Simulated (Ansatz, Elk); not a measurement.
**How far do independent atoms describe NaZn2Ga2?**

Structure refinements treat a crystal as free atoms side by side. For a made-up structure of NaZn2Ga2 (cell and positions from a PBE relaxation) the runs below show what the calculated density changes in F(hkl).

Method: DFT, PBE, all-electron APW+lo, Dirac cores, scalar-relativistic bands, static density, no spin, in Elk 11.2.3 (patched build).

The structure was built from a prototype and need not be the compound's stable phase.

### Step 1. Starting point

It takes space group I4/mmm (No. 139, tetragonal). Conventional cell: a = 4.251 Å, b = 4.251 Å, c = 11.032 Å, α = 90.00°, β = 90.00°, γ = 90.00°. Ga has 1 Ga at 2.52 Å and 4 Zn at 2.60 Å and 4 Na at 3.26 Å nearest. Nearest to Zn lie 4 Ga at 2.60 Å and 4 Zn at 3.01 Å and 4 Na at 3.48 Å. Nearest to Na lie 8 Ga at 3.26 Å and 8 Zn at 3.48 Å. Farther neighbours are not listed.

### Step 2. Ground state and structure factors

An all-electron density is needed, since X-rays see the cores too. Task 0 finds the density and task 195 Fourier-transforms it; tshift is off so that phases refer to the origin typed.

elk.in

```
tasks
  0
  195

xctype
  20

spinpol
  .false.

rgkmax
  7.0

gmaxvr
  14.0

lmaxo
  7

lmaxapw
  8

swidth
  0.002

tshift
  .false.

ramdisk
  .false.

hmaxvr
  5.5

maxscl
  120

epspot
  1e-06

sppath
  './'

avec
  -4.01655436572 4.01655436572 10.42336138396
  4.01655436572 -4.01655436572 10.42336138396
  4.01655436572 4.01655436572 -10.42336138396

atoms
  3
  'Ga.in'
  2
  0.6143641430 0.6143641430 -0.0000000000   0.000000 0.000000 0.000000
  0.3856358570 0.3856358570 -0.0000000000   0.000000 0.000000 0.000000
  'Zn.in'
  2
  0.2500000000 0.7500000000 0.5000000000   0.000000 0.000000 0.000000
  0.7500000000 0.2500000000 0.5000000000   0.000000 0.000000 0.000000
  'Na.in'
  1
  -0.0000000000 -0.0000000000 0.0000000000   0.000000 0.000000 0.000000

ngridk
  7 7 7
```

Run with:

```sh
$ OMP_NUM_THREADS=4 elk
```

Numbers of over 12 decimals in the logs are rounded to 6 here.

Output:

```text
┌─────────────────────────┐
│ Elk code version 11.2.3 │
└─────────────────────────┘

All units are atomic (Hartree, Bohr, etc.)

┌─────────────────────────────────────────────────┐
│ Ground-state run starting from atomic densities │
└─────────────────────────────────────────────────┘

Lattice vectors :
  -4.016554366       4.016554366       10.42336138
   4.016554366      -4.016554366       10.42336138
   4.016554366       4.016554366      -10.42336138

Reciprocal lattice vectors :
 -0.1429136182E-16  0.7821611181      0.3013991876
  0.7821611181     -0.1429136182E-16  0.3013991876
  0.7821611181      0.7821611181      0.7547292891E-17

Unit cell volume      :    672.6282229
Brillouin zone volume :   0.3687775877

Muffin-tin inner radius fraction :   0.1000000000E-01

Nuclei treated as point charges

Species : 1 (Ga)
 parameters loaded from : Ga.in
 name : gallium
 nuclear charge    :   -31.00000000
 electronic charge :    31.00000000
 atomic mass :    127097.2539
 muffin-tin radius :    2.359117584
 number of radial points in muffin-tin :    993
 inner part over the whole radius :   0.9846124758E-02
 number on inner part of muffin-tin    :    701
 approximate nuclear radius :   0.7562051033E-04
 number of mesh points to nuclear radius :    339
 atomic positions (lattice), magnetic fields (Cartesian) :
  1 :  -0.38563586 -0.38563586  0.00000000    0.00000000  0.00000000  0.00000000
  2 :   0.38563586  0.38563586  0.00000000    0.00000000  0.00000000  0.00000000

Species : 2 (Zn)
 parameters loaded from : Zn.in
 name : zinc
 nuclear charge    :   -30.00000000
 electronic charge :    30.00000000
 atomic mass :    119233.3130
 muffin-tin radius :    2.400000000
 number of radial points in muffin-tin :    993
 inner part over the whole radius :   0.9843840322E-02
 number on inner part of muffin-tin    :    701
 approximate nuclear radius :   0.7484757725E-04
 number of mesh points to nuclear radius :    337
 atomic positions (lattice), magnetic fields (Cartesian) :
  1 :   0.25000000 -0.25000000  0.50000000    0.00000000  0.00000000  0.00000000
  2 :  -0.25000000  0.25000000  0.50000000    0.00000000  0.00000000  0.00000000

Species : 3 (Na)
 parameters loaded from : Na.in
 name : sodium
 nuclear charge    :   -11.00000000
 electronic charge :    11.00000000
 atomic mass :    41907.78703
 muffin-tin radius :    2.200000000
 number of radial points in muffin-tin :    793
 inner part over the whole radius :   0.9883648912E-02
 number on inner part of muffin-tin    :    551
 approximate nuclear radius :   0.5574345702E-04
 number of mesh points to nuclear radius :    238
 atomic positions (lattice), magnetic fields (Cartesian) :
  1 :   0.00000000  0.00000000  0.00000000    0.00000000  0.00000000  0.00000000

Total number of atoms per unit cell :    5
Total muffin-tin volume :    270.4074974
 ratio of muffin-tin to unit cell volume :   0.4020162821

Spin treatment :
 spin-unpolarised

Number of Bravais lattice symmetries :   16
Number of crystal symmetries         :   16
Crystal has inversion symmetry
Real symmetric eigensolver will be used

k-point grid :      7     7     7
k-point offset :    0.000000000       0.000000000       0.000000000
k-point set is reduced with full crystal symmetry group
Total number of k-points :       40

Muffin-tin radius times maximum |G+k| :    7.000000000
 using average radius
Maximum |G+k| for APW functions       :    2.986797884
Maximum (1/2)|G+k|²                   :    4.460480799
Maximum |G| for potential and density :    14.00000000
Constant for pseudocharge density :    8
 order of it for each species :   15  15  15
 order of it for pair densities of each species (exact exchange by exxq0 0: 16) :   10  10   8
Radial integration step length :    1

G-vector grid sizes :     54    54    54
Number of G-vectors :    31231

Maximum angular momentum used for
 APW functions            :    8
 outer part of muffin-tin :    7
 inner part of muffin-tin :    2

Total nuclear charge    :   -133.0000000
[...]
correlation                 :     -6.291775
 electron entropic           :    -0.70854886973173E-03
 total energy                :     -7643.6114360200

Density of states at Fermi energy :    54.07065972
 (states/Hartree/unit cell)

Estimated indirect band gap :   0.2317236951E-02
 from k-point 17 to k-point 29
Estimated direct band gap   :   0.1817076033E-01
 at k-point 2

Charges :
 core                        :    62.00000000
 valence                     :    71.00000000
 interstitial                :    6.133559523
 muffin-tins (core leakage)
  species : 1 (Ga)
   atom 1                    :    29.64342429     (  0.9572770852E-03)
[...]
species : 2 (Zn)
[...]
species : 3 (Na)
[...]
total in muffin-tins        :    126.8664405
 total calculated charge     :    132.9976629
 total charge                :    133.0000000
 error                       :   0.2337068553E-02

RMS change in Kohn-Sham potential (target) :   0.4357867426     (  0.1000000000E-05)
Absolute change in total energy (target)   :   0.3136762294     (  0.1000000000E-03)

[... loops 3 to 13 left out ...]

┌──────────────────┐
│ Loop number : 14 │
└──────────────────┘

Energies :
 Fermi                       :     0.142040
 sum of occupied eigenvalues :     -4380.5738045511
 electron kinetic            :      7785.8177588365
 core electron kinetic       :      7040.7374161594
 Coulomb                     :     -15119.667761158
 Coulomb potential           :     -11764.715593135
 nuclear-nuclear             :     -970.20897776606
 electron-nuclear            :     -16558.650973024
 Hartree                     :      2409.1921896326
 Madelung                    :     -9237.3099645905
 xc potential                :     -401.67597025267
 exchange                    :     -302.75674297417
 correlation                 :     -6.297090
 electron entropic           :    -0.70272560602161E-03
 total energy                :     -7642.9045381188

Density of states at Fermi energy :    53.13594026
 (states/Hartree/unit cell)

Estimated indirect band gap :   0.2681774621E-02
 from k-point 17 to k-point 29
Estimated direct band gap   :   0.1969835039E-01
 at k-point 12

Charges :
 core                        :    62.00000000
 valence                     :    71.00000000
 interstitial                :    5.953055216
 muffin-tins (core leakage)
  species : 1 (Ga)
[...]
species : 2 (Zn)
[...]
species : 3 (Na)
[...]
total in muffin-tins        :    127.0469448
 total calculated charge     :    132.9977169
 total charge                :    133.0000000
 error                       :   0.2283084907E-02

RMS change in Kohn-Sham potential (target) :   0.2931708199E-06 (  0.1000000000E-05)
Absolute change in total energy (target)   :   0.6845230928E-04 (  0.1000000000E-03)

Convergence targets achieved

┌──────────────────┐
│ Loop number : 15 │
└──────────────────┘

Energies :
 Fermi                       :     0.142040
 sum of occupied eigenvalues :     -4380.5738033042
 electron kinetic            :      7785.8177702308
 core electron kinetic       :      7040.7374185536
 Coulomb                     :     -15119.667772137
 Coulomb potential           :     -11764.715593513
 nuclear-nuclear             :     -970.20897776606
 electron-nuclear            :     -16558.650994524
 Hartree                     :      2409.1922001533
 Madelung                    :     -9237.3099753802
 xc potential                :     -401.67598002199
 exchange                    :     -302.75674346992
 correlation                 :     -6.297090
 electron entropic           :    -0.70272462904327E-03
 total energy                :     -7642.9045381918

Density of states at Fermi energy :    53.13583125
 (states/Hartree/unit cell)

Estimated indirect band gap :   0.2681792900E-02
 from k-point 17 to k-point 29
Estimated direct band gap   :   0.1969837485E-01
 at k-point 12

Charges :
 core                        :    62.00000000
 valence                     :    71.00000000
 interstitial                :    5.953054544
 muffin-tins (core leakage)
  species : 1 (Ga)
[...]
species : 2 (Zn)
   atom 1                    :    28.90374878     (  0.8027849274E-04)
   atom 2                    :    28.90374878     (  0.8027849274E-04)
  species : 3 (Na)
   atom 1                    :    10.03928403     ( -0.9715865534E-07)
 total in muffin-tins        :    127.0469455
 total calculated charge     :    132.9977169
 total charge                :    133.0000000
 error                       :   0.2283085288E-02

┌──────────────────────────────┐
│ Self-consistent loop stopped │
└──────────────────────────────┘

Warning : core states of species 1 leak from the muffin-tin :   0.9296875613E-03

Wrote STATE.OUT
```

Wall time 32 s (4 threads of Intel Xeon Platinum 8375C at 2.90GHz (Ice Lake), shared host); peak memory 0.22 GiB.

SFACRHO.OUT:

```text

h k l indices transformed by vhmat matrix:
   1.000000000       0.000000000       0.000000000    
   0.000000000       1.000000000       0.000000000    
   0.000000000       0.000000000       1.000000000    

      h      k      l  multipl.   |H|            Re(F)            Im(F)           |F|

      0      0      0      1   0.0000000       133.00000      0.20746540E-15   133.00000    
      1      1     -1      2  0.60279838      -38.824931     -0.65417535E-14   38.824931    
     -1      0      1      8  0.83822281      -32.497861      0.80287815E-17   32.497861    
      0      0      1      4   1.1061429       10.248942      0.61731672E-14   10.248942    
      2      1     -1      8   1.1955540       36.859688      0.14712261E-16   36.859688    
      2      2     -2      2   1.2055968       8.9128230      0.11941776E-13   8.9128230    
     -1     -1      0      8   1.2597293       64.195634     -0.49995366E-14   64.195634    
     -1      1      1      4   1.5643222       100.47319     -0.65387282E-14   100.47319    
      3      1     -2      8   1.6361588      -81.822574     -0.10943971E-13   81.822574    
      0     -2      0      8   1.6764456      -30.642122      0.25236964E-16   30.642122    
      3      2     -2      8   1.6978848       48.517643      0.16983165E-16   48.517643    
      1     -2      0     16   1.7747455      -26.466809     -0.68732884E-17   26.466809    
     -3     -3      3      2   1.8083951      -53.004054      0.92238877E-13   53.004054    
      2      1     -3     16   1.9688711       30.550596      0.72647928E-17   30.550596    
     -3     -1      1      8   1.9749855       6.8680206     -0.93566598E-14   6.8680206    
      2      4     -3      8   2.1198691       30.289305      0.67950465E-13   30.289305    
      0      0      2      4   2.2122857       85.932604     -0.95407768E-14   85.932604    
     -3     -4      4      8   2.2501129      -6.2849011      0.46598025E-17   6.2849011
```

Elk indexes on the primitive cell of elk.in and gives |H| = 4π sin θ/λ in inverse bohr. Below, one row stands for each form hkl of the conventional cell (m members, Friedel mates merged), F is for one primitive cell and the density is static (no thermal factor). Free-atom factors are Waasmaier and Kirfel's, and R is Σm||F|−|F'||/Σm|F|.

```csv
hkl,m,sin θ/λ (Å⁻¹),"abs F, DFT",neutral atoms,diff.
002,2,0.091,38.825,38.854,-0.029
101,8,0.126,32.498,32.326,+0.172
110,4,0.166,10.249,10.084,+0.165
103,8,0.180,36.860,36.950,-0.090
004,2,0.181,8.913,9.133,-0.220
112,8,0.189,64.196,64.557,-0.361
200,4,0.235,100.473,101.256,-0.783
114,8,0.246,81.823,82.566,-0.744
202,8,0.252,30.642,31.070,-0.428
105,8,0.255,48.518,48.954,-0.436
211,16,0.267,26.467,26.671,-0.204
006,2,0.272,53.004,53.641,-0.636
213,16,0.296,30.551,30.822,-0.272
204,8,0.297,6.868,6.935,-0.067
```

### Step 3. The highest occupied states alone

An energy window below the Fermi level keeps the highest occupied states, to see at which angles they scatter; shallow core shells can lie inside it and anion s states outside. No new self-consistency is needed.

Changes to elk.in since step 2:

```diff
@@ -1,3 +1,2 @@
 tasks
-  0
   195
@@ -40,2 +39,5 @@
 
+wsfac
+  -0.298950 0.442040
+
 sppath
```

Run with:

```sh
$ OMP_NUM_THREADS=4 elk
```

Output:

```text
┌─────────────────────────────────┐
│ Elk code version 11.2.3 started │
└─────────────────────────────────┘

Info(readinput): the functional depends on the density's gradient
 muffin-tin radial points multiplied by    2.00000
 (not where nrmtscf is given)

┌────────────────────┐
│ Current task : 195 │
└────────────────────┘
Info(checkmt): changed muffin-tin radius of species 1 (Ga) from   2.4000 to   2.3591

Info(sfacrho): density structure factors written to SFACRHO.OUT

 Energy window :  -0.2989500000      0.4420400000

┌──────────────────┐
│ Elk code stopped │
└──────────────────┘
```

The job ended after 8.4 s (4 threads; peak memory 0.16 GiB; 11 s of CPU time).

States within 12 eV below the Fermi level hold 31.00 electrons; any levels below the window count with the cores. Their amplitudes can exceed the total, where window and core parts have opposite phase:

| hkl | sin θ/λ (Å⁻¹) | abs F, window | abs F, all |
| --- | --- | --- | --- |
| 002 | 0.091 | 20.252 | 38.825 |
| 101 | 0.126 | 1.861 | 32.498 |
| 110 | 0.166 | 15.534 | 10.249 |
| 103 | 0.180 | 0.474 | 36.860 |
| 004 | 0.181 | 15.046 | 8.913 |
| 112 | 0.189 | 15.582 | 64.196 |
| 200 | 0.235 | 13.350 | 100.473 |
| 114 | 0.246 | 12.815 | 81.823 |
| 202 | 0.252 | 12.528 | 30.642 |
| 105 | 0.255 | 0.133 | 48.518 |

### Step 4. Another functional

The difference from free atoms is small, so it is set against the change that LDA (Perdew-Wang) makes.

Changes to elk.in since step 3:

```diff
@@ -1,2 +1,3 @@
 tasks
+  0
   195
@@ -4,3 +5,3 @@
 xctype
-  20
+  3
 
@@ -39,5 +40,2 @@
 
-wsfac
-  -0.298950 0.442040
-
 sppath
```

Run with:

```sh
$ OMP_NUM_THREADS=4 elk
```

Output:

```text
┌─────────────────────────┐
│ Elk code version 11.2.3 │
└─────────────────────────┘

All units are atomic (Hartree, Bohr, etc.)

┌─────────────────────────────────────────────────┐
│ Ground-state run starting from atomic densities │
└─────────────────────────────────────────────────┘

Lattice vectors :
  -4.016554366       4.016554366       10.42336138
   4.016554366      -4.016554366       10.42336138
   4.016554366       4.016554366      -10.42336138

Reciprocal lattice vectors :
 -0.1429136182E-16  0.7821611181      0.3013991876
[...]
species : 1 (Ga)
[...]
species : 2 (Zn)
[...]
atom 2                    :    28.92072323     (  0.8043169876E-04)
  species : 3 (Na)
   atom 1                    :    10.03924702     ( -0.1555072453E-05)
 total in muffin-tins        :    127.1157070
 total calculated charge     :    132.9976503
 total charge                :    133.0000000
 error                       :   0.2349730303E-02

┌──────────────────────────────┐
│ Self-consistent loop stopped │
└──────────────────────────────┘

Warning : core states of species 1 leak from the muffin-tin :   0.9534476955E-03

Wrote STATE.OUT
[key lines of the parts left out:]
total energy                :     -7631.2482957618
```

It took 22 s on 4 threads; peak memory 0.18 GiB.

Against the first run R = 0.05 %; the largest change is -0.080 at 220.

### Step 5. Basis size

A smaller basis shows how fast F responds to it; the change is likely larger than the basis error of the first run, but doesn't show convergence.

Changes to elk.in since step 4:

```diff
@@ -5,3 +5,3 @@
 xctype
-  3
+  20
 
@@ -11,3 +11,3 @@
 rgkmax
-  7.0
+  5.5
```

Run with:

```sh
$ OMP_NUM_THREADS=4 elk
```

Output:

```text
┌─────────────────────────┐
│ Elk code version 11.2.3 │
└─────────────────────────┘

All units are atomic (Hartree, Bohr, etc.)

┌─────────────────────────────────────────────────┐
│ Ground-state run starting from atomic densities │
└─────────────────────────────────────────────────┘

Lattice vectors :
  -4.016554366       4.016554366       10.42336138
   4.016554366      -4.016554366       10.42336138
   4.016554366       4.016554366      -10.42336138

Reciprocal lattice vectors :
 -0.1429136182E-16  0.7821611181      0.3013991876
[...]
species : 1 (Ga)
[...]
species : 2 (Zn)
[...]
atom 2                    :    28.87488958     (  0.8065590737E-04)
  species : 3 (Na)
   atom 1                    :    10.03235277     ( -0.9715866067E-07)
 total in muffin-tins        :    126.9413952
 total calculated charge     :    132.9978164
 total charge                :    133.0000000
 error                       :   0.2183569389E-02

┌──────────────────────────────┐
│ Self-consistent loop stopped │
└──────────────────────────────┘

Warning : core states of species 1 leak from the muffin-tin :   0.9375404293E-03

Wrote STATE.OUT
[key lines of the parts left out:]
total energy                :     -7642.7610656331
```

Elapsed: 28 s, on 4 threads; peak memory 0.21 GiB.

Against the first run R = 0.03 %; the largest change is +0.077 at 008.

### Step 6. Settings against the effect

```csv
run,R against the first run (%),"R against neutral atoms, low angle (%)",wall time
"PBE, rgkmax 7",0.00,0.80,32 s
LDA (Perdew-Wang),0.05,0.82,22 s
rgkmax 5.5,0.03,0.78,28 s
```

### Step 7. Results

```json
{
 "R against neutral atoms, sin θ/λ < 0.3 Å⁻¹": "0.80 %",
 "R against neutral atoms, 0.3 to 0.79 Å⁻¹": "0.23 %"
}
```

**Reading.** Independent neutral atoms miss the calculated amplitudes by R = 0.80 % below 0.3 Å⁻¹ and 0.23 % from there to 0.79 Å⁻¹; by shells, 0.43 % below 0.15 Å⁻¹ (2 forms), 0.83 % 0.15 to 0.3 (12 forms), 0.35 % 0.3 to 0.45 (21 forms), 0.20 % above 0.45 (114 forms). Bonding, aspherical density and the tables' own atoms all enter these figures, and the runs don't part them. The largest change of an amplitude is -0.78 electrons, at 200. The window's part falls from 31.0 electrons at the origin to at most 6.13 between 0.45 and 0.79 Å⁻¹, where compact states inside the window still scatter. Below 0.3 Å⁻¹ the changes that finished (LDA (Perdew-Wang) and rgkmax 5.5) move F by R = 0.03 % at most, against the 0.80 % that separates it from free atoms. The k-mesh has no finished test. Part of the difference isn't bonding: the tables are fits to free atoms and ions calculated by other methods than this functional. Thermal motion, anomalous dispersion and extinction are left out.

[Logs are printed without paths, hosts, clocks, repeated set-up lines and the standing remarks that a program may print on its own settings, such as how far it seeks lower states.]

[Hosts, paths, dates, database ids (printed as entryN), source tags and the programs' standing remarks are cut or masked in the printed files.]
